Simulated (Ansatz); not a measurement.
# Stack of 1T-ZrSe2 under TaGe2As4, shifted by a third of the diagonal in a perpendicular field, part 3 of 3

Aim: how the stack of 1T-ZrSe2 under TaGe2As4, shifted by a third of the diagonal screens a field along its normal, and what the field does to its bands. A positive field points along +c.

Ansatz 0.2.0; plane-wave DFT, PBE-D4, Ansatz PAW.

So far. Step 7 (Atoms held, field -0.2 V/Å): The dipole is -0.232 e·Å, -0.249 e·Å from its value without field. Step 8 (Single point, field 0.35 V/Å): The dipole is 0.457 e·Å, 0.440 e·Å from its value without field.

### 9. Response, atoms held

This step: plane-wave DFT, PBE-D4, Ansatz PAW; response to a field along the normal, atoms held (Ansatz 0.2.0).

The dipoles give the slope, and the difference of two potentials shows where the field is screened.

This step gave:

```yaml
equivalent_conductor_thickness_p_eps_0ae: 18.87 Å
distance_between_the_outer_atoms: 16.88 Å
```

Dipole of the cell against applied field:

```tsv
applied field (V/Å)	dipole of the cell (e·Å)
-0.200	-0.232
-0.100	-0.108
0.000	0.0176
0.100	0.143
0.200	0.269
0.350	0.457
```

Local field over the applied field, running mean. From the potentials at -0.1 and 0.1 V/Å; running mean over 2.5 Å. Table of local field over applied field by z:

z (Å), local field over applied field and a bar from the least value:
```
        5      0.996 ##############################
        6      0.969 #############################
        7      0.812 ########################
        8      0.477 ##############
        9      0.152 #####
       10      0.038 #
       11      0.019 #
       12      0.017 #
       13      0.031 #
       14      0.046 ##
       15      0.031 #
       16      0.005 
       17      0.002 
       18      0.000 
       19     -0.004 
       20      0.007 
       21      0.008 
       22      0.031 #
       23      0.054 ##
       24      0.053 ##
       25      0.039 #
       26      0.135 ####
       27      0.459 ##############
       28      0.798 ########################
       29      0.962 #############################
       30      0.995 ##############################
```

Electrons, planar mean, per unit field. The induced electron density by z:

z (Å), induced electron density (e/Å³ per V/Å) and a bar from the least value:
```
        5    0.00001 ###############
        6    0.00014 ###############
        7    0.00106 ###################
        8    0.00369 ##############################
        9    0.00055 #################
       10   -0.00037 #############
       11    0.00015 ###############
       12    0.00008 ###############
       13   -0.00045 #############
       14    0.00005 ###############
       15    0.00035 ################
       16    0.00006 ###############
       17   -0.00018 ##############
       18    0.00020 ###############
       19   -0.00013 ##############
       20    0.00008 ###############
       21   -0.00017 ##############
       22   -0.00040 #############
       23    0.00015 ###############
       24   -0.00021 ##############
       25    0.00029 ################
       26   -0.00081 ###########
       27   -0.00352 
       28   -0.00116 ##########
       29   -0.00018 ##############
       30   -0.00002 ###############
```

By hand: between -0.1 and 0.1 V/Å the dipole changes by 0.2507 e·Å, a slope of 1.253 e·Å²/V. A perfect conductor of thickness t has p = ε₀AEt, so t = 180.95 × 1.253 / 12.018 = 18.87 Å (e/ε₀ = 180.95 V·Å, A in Å²).

The induced dipole is that of a conductor 18.87 Å thick.

### 10. A changed input

This step: plane-wave DFT, PBE-D4, Ansatz PAW, but for the change named below (Ansatz 0.2.0).

A run with a changed input: it repeats the earlier run at 0.1 V/Å with scf.occupations.width from 0.02585 removed, scf.occupations.method from fermi_dirac to tetrahedron_uncorrected, basis.ecutwfc to 25.7 Ry and hamiltonian.xc from pbe to pbesol.

Contents of input.yaml:

```yaml
crystal:
  lattice:
    - [3.7251473141, 0.0, 0.0]
    - [-1.862573657, 3.2260722068, 0.0]
    - [0.0, 0.0, 34.8842351983]
  atoms:
    - { symbol: Se, position: [0.6666666667, 0.3333333333, 0.2579961965] }
    - { symbol: Zr, position: [0.0, 0.0, 0.3039841296] }
    - { symbol: Se, position: [0.3333333333, 0.6666666667, 0.3500886155] }
    - { symbol: As, position: [0.3333333333, 0.6666666667, 0.4502907489] }
    - { symbol: Ge, position: [0.6666666667, 0.3333333333, 0.4833210671] }
    - { symbol: As, position: [0.6666666667, 0.3333333333, 0.5534365217] }
    - { symbol: Ta, position: [0.3333333333, 0.6666666667, 0.596130771] }
    - { symbol: As, position: [0.6666666667, 0.3333333333, 0.6390209254] }
    - { symbol: Ge, position: [0.6666666667, 0.3333333333, 0.7089609597] }
    - { symbol: As, position: [0.3333333333, 0.6666666667, 0.7420038035] }
kpoints:
  mp_grid: { grid: [12, 12, 1] }
  band_path:
    path: [[0, 0, 0], [0.5, 0, 0], [0.33333333, 0.33333333, 0], [0, 0, 0]]
    npoints: 16
hamiltonian:
  xc: pbesol
  dispersion: d4
scf:
  occupations: { method: tetrahedron_uncorrected }
  convergence: { dr2_threshold: 1.0e-10 }
efield:
  axis: 3
  dipole_correction: true
  ramp_position: 0.9682
  ramp_width: 0.0634
  amplitude: 0.1
output:
  write_potential: true
  write_density: true
  volumetric_format: npy
basis:
  ecutwfc: "25.7 Ry"
```

Started as:

```
ansatz run input.yaml --threads 4 --pin off --max-ram 12288MiB --backend cpu --events-out ev --progress --plain --runs-dir out
```

Numbers of over 12 decimals in the logs are rounded to 6 here.

The log of the run:

```text
Warning: basis.ecutwfc = 349.666313 eV is below the records' recommended 420 eV, and the density's cutoff is lower with it unless basis.ecutrho_ratio is high enough to keep the records' density cutoff: compare with a run at a higher cutoff
[...]
Crystal: 10 atoms, lattice volume = 419.225 Å³
Basis set: ecut = 349.666313 eV, 6239 PW (Γ)
Bands: 87, of which v1, the nominal top of the filled ones, is band 73 counted from 1 (72 counted from 0)
Symmetry: 6 space group operations
[...]
k-points: 19 of 144 (time reversal used)
[...]
SCF iter   1: F=—  HF=-52549.851350 eV  |F-HF|=—  |Δ(HF+E_count)|=         —  Δρ=2.62e-2  dr2=4.72e0  ethr=3.10e-3  p=0.128 e·Å  D=5.52e-2 V/Å  ΔV_dip=-1.93 eV  dr2_dipole=6.60e-4  V_vac-E_F(+/−)=7.18/5.91 eV  ⟨swp⟩=6.7  Hψ=5845  notcnv=0  defer=44
[...]
SCF iter  25: F=-52548.723663 eV  HF=-52548.723663 eV  |F-HF|=1.46e-11  |Δ(HF+E_count)|=  1.46e-11  Δρ=2.43e-8  dr2=2.18e-11  ethr=1.00e-12  p=0.138 e·Å  D=5.95e-2 V/Å  ΔV_dip=-2.08 eV  dr2_dipole=3.01e-12  V_vac-E_F(+/−)=5.64/4.52 eV  ⟨swp⟩=1.0  Hψ=3252  notcnv=0
SCF 1 converged in 25 iterations: F = -52548.723663 eV  dr2 = 2.18e-11
[...]
SCF converged after 25 iterations
Stability not checked: this state was not tested for a lower state beside it, because the mixer in use, unlike msr1, does not test its closes by its own steps (another_mixer; see scf.mixing.algorithm and scf.lower_state_search)
an eigenvalue changed by more than its tolerance at an iteration that met the thresholds in force, so the SCF went on 2 times: the last check found none over its tolerance
Free energy (F): -52548.723663 eV
[...]
Internal energy: -52548.723663 eV  (E = F + TS)
E sigma→0 (E₀):  -52548.723663 eV
Fermi energy:    2.971779 eV
Dipole field:    D = 0.059547 V/Å  (p = 0.137956 e·Å, saw-weighted, corrected)
Work function:   not extracted (applied field tilts the vacuum); planar V_es + V_field profile in the machine report
[...]
--- Band table (eV; the first three rows and the last of 19) ---
  k-point 0: bands = [... 69 lower, 2.6803, 2.7852, 2.7852, 3.4314, 3.7444, 3.7444, 4.2416, 4.6753, ... 10 higher]
  k-point 1: bands = [... 69 lower, 2.4405, 2.5495, 2.6261, 3.4789, 3.8099, 4.0424, 4.4200, 5.2699, ... 10 higher]
  k-point 2: bands = [... 69 lower, 2.0448, 2.2724, 2.3937, 3.3230, 3.6484, 4.5191, 4.6845, 5.1523, ... 10 higher]
  k-point 18: bands = [... 69 lower, 0.7326, 1.5138, 2.2159, 3.6971, 4.0669, 4.3602, 4.5960, 4.9955, ... 10 higher]
```

The job ended after 28 s (4 threads of AMD EPYC 9R14 (Zen 4), shared host; peak memory 1.4 GiB).

```tsv
quantity	this run	earlier run	difference
dipole along the normal (e·Å)	0.1380	0.1431	-0.0051
```

It moves by -0.0051 e·Å.

The change shows in the results, which are not taken further.

### 11. The same run with other settings

This step: plane-wave DFT, PBE-D4, Ansatz PAW (Ansatz 0.2.0).

Another changed input: it repeats the earlier run at 0.1 V/Å with kpoints.mp_grid.shift to [0.5, 0.5, 0.0], basis.ecutwfc to 800 eV and kpoints.mp_grid.grid from [12, 12, 1] to [15, 15, 1].

Changes to input.yaml since step 10:

```diff
@@ -17,3 +17,3 @@
 kpoints:
-  mp_grid: { grid: [12, 12, 1] }
+  mp_grid: { grid: [15, 15, 1], shift: [0.5, 0.5, 0.0] }
   band_path:
@@ -22,6 +22,6 @@
 hamiltonian:
-  xc: pbesol
+  xc: pbe
   dispersion: d4
 scf:
-  occupations: { method: tetrahedron_uncorrected }
+  occupations: { method: fermi_dirac, width: 0.02585 }
   convergence: { dr2_threshold: 1.0e-10 }
@@ -38,2 +38,2 @@
 basis:
-  ecutwfc: "25.7 Ry"
+  ecutwfc: "800 eV"
```

The log of the run:

```text
Warning: crystal.symmetry: narrowed to the stabiliser of the k-point mesh — unitary ops 6 → 2; excluded 4 operations that carry a point of the 15×15×1 mesh (shift [0.5, 0.5, 0]) off the mesh (the run samples exactly the mesh kpoints.mp_grid names, as under crystal.symmetry.detect: false, and its converged state has the mesh's symmetry, not the crystal's; ε∞, the Born charges and the force constants of a linear response (`dielectric:` by the response, `phonons.method: dfpt`) are averaged over those of the crystal's operations that the state keeps within a tolerance, where `mesh_tensors`, `unaveraged_element` or `gamma_mean_max_change_ev_ang2` stands beside them; [rest of the remark cut]
[...]
Crystal: 10 atoms, lattice volume = 419.225 Å³
Basis set: ecut = 800 eV, 21647 PW (Γ)
Bands: 87, of which v1, the nominal top of the filled ones, is band 73 counted from 1 (72 counted from 0)
Symmetry: 2 space group operations
k-points: 64 of 225 (time reversal used)
[...]
SCF iter   1: F=—  HF=-53077.528076 eV  |F-HF|=—  |Δ(HF+E_count)|=         —  Δρ=2.65e-2  dr2=4.68e0  ethr=3.10e-3  p=0.128 e·Å  D=5.51e-2 V/Å  ΔV_dip=-1.92 eV  dr2_dipole=9.78e-4  V_vac-E_F(+/−)=7.02/5.74 eV  ⟨swp⟩=6.9  Hψ=20109  notcnv=0  defer=112
[...]
SCF iter  16: F=-53076.541158 eV  HF=-53076.541158 eV  |F-HF|=1.67e-10  |Δ(HF+E_count)|=  5.82e-11  Δρ=7.26e-8  dr2=6.14e-11  ethr=1.00e-12  p=0.141 e·Å  D=6.08e-2 V/Å  ΔV_dip=-2.12 eV  dr2_dipole=4.88e-14  V_vac-E_F(+/−)=5.56/4.48 eV  ⟨swp⟩=12.7  Hψ=17799  notcnv=0
SCF 1 converged in 16 iterations: F = -53076.541158 eV  dr2 = 6.14e-11
[...]
SCF converged after 16 iterations
Free energy (F): -53076.541158 eV
[...]
Internal energy: -53076.533782 eV  (E = F + TS)
E sigma→0 (E₀):  -53076.537470 eV
Entropy (-TS):   -0.007376 eV (-0.738 meV/atom)
Fermi energy:    3.082130 eV
Dipole field:    D = 0.060786 V/Å  (p = 0.140828 e·Å, saw-weighted, corrected)
Work function:   not extracted (applied field tilts the vacuum); planar V_es + V_field profile in the machine report
[...]
--- Band table (eV; the first three rows and the last of 64) ---
  k-point 0: bands = [... 69 lower, 2.6311, 2.6750, 2.7749, 3.5787, 3.9854, 4.0001, 4.4723, 5.1880, ... 10 higher]
  k-point 1: bands = [... 69 lower, 2.3265, 2.5342, 2.5854, 3.5421, 3.9636, 4.3243, 4.7004, 5.4871, ... 10 higher]
  k-point 2: bands = [... 69 lower, 2.0170, 2.2285, 2.4430, 3.3638, 3.7901, 4.6652, 4.9117, 5.2670, ... 10 higher]
  k-point 63: bands = [... 69 lower, 1.6148, 1.7036, 2.4501, 2.5454, 3.0820, 4.3536, 4.5801, 5.2653, ... 10 higher]
```

It took 3.3 min on 4 threads; peak memory 6.6 GiB.

Numbers from this step:

```
energy at zero smearing : -53076.5375 eV
dipole along the normal : 0.1408 e·Å
```

Deep bands are left out, so band numbers here count from the lowest band kept and differ from the log's. Electronic bands along the path, in eV, zero at the Fermi level; # counts the bands kept:

```tsv
point	#15	#16	#17	#18	#19	#20	#21	#22
Γ	-0.31	-0.31	-0.22	-0.22	0.45	0.80	0.80	1.30
halfway	-1.30	-1.18	-1.11	-0.86	0.00	0.44	1.70	1.89
M	-1.71	-1.47	-1.38	-0.63	-0.54	0.00	1.27	1.50
halfway	-1.98	-1.86	-1.52	-1.06	0.06	0.85	1.28	2.02
K	-2.47	-2.26	-1.48	-0.79	0.72	1.09	1.39	1.66
halfway	-1.45	-1.37	-1.17	-0.88	-0.02	1.04	1.40	1.99
Γ	-0.31	-0.31	-0.22	-0.22	0.45	0.80	0.80	1.30
```

```tsv
quantity	this run	earlier run	difference
dipole along the normal (e·Å)	0.1408	0.1431	-0.0022
```

It moves by -0.00223 e·Å.

Of the bands kept, 2 cross the Fermi level on this path.

### 12. Outcome

```
gap without field                          : none
work function, upper face                  : 4.94 eV
step between the vacuum levels             : -0.264 eV
equivalent conductor thickness, atoms held : 18.9 Å
```

In words: The induced dipole equals that of a perfect conductor 18.87 Å thick, while the outer atoms lie 16.88 Å apart. The two faces differ: the vacuum level above lies 0.26 eV lower than the one below. There is no gap over 0.03 eV, with or without the field. The first relaxation ran with spin and lost its moment, and the later runs have none; other magnetic states were not tried. Spin-orbit coupling is left out, which matters for the bands of elements this heavy. The outer anions sit over the metal atoms, one of several polytypes of such layers and not the lowest for every compound.

[Logs are printed without paths, hosts, clocks, repeated set-up lines and the standing remarks that a program may print on its own settings, such as how far it seeks lower states.]

[Hosts, paths, dates, database ids (printed as entryN), source tags and the programs' standing remarks are cut or masked in the printed files.]

[Maps of the electrostatic potential energy from Ansatz leave out the sawtooth potential of an applied field or a dipole correction, so their vacuum need not be flat; planar profiles and work functions include it.]
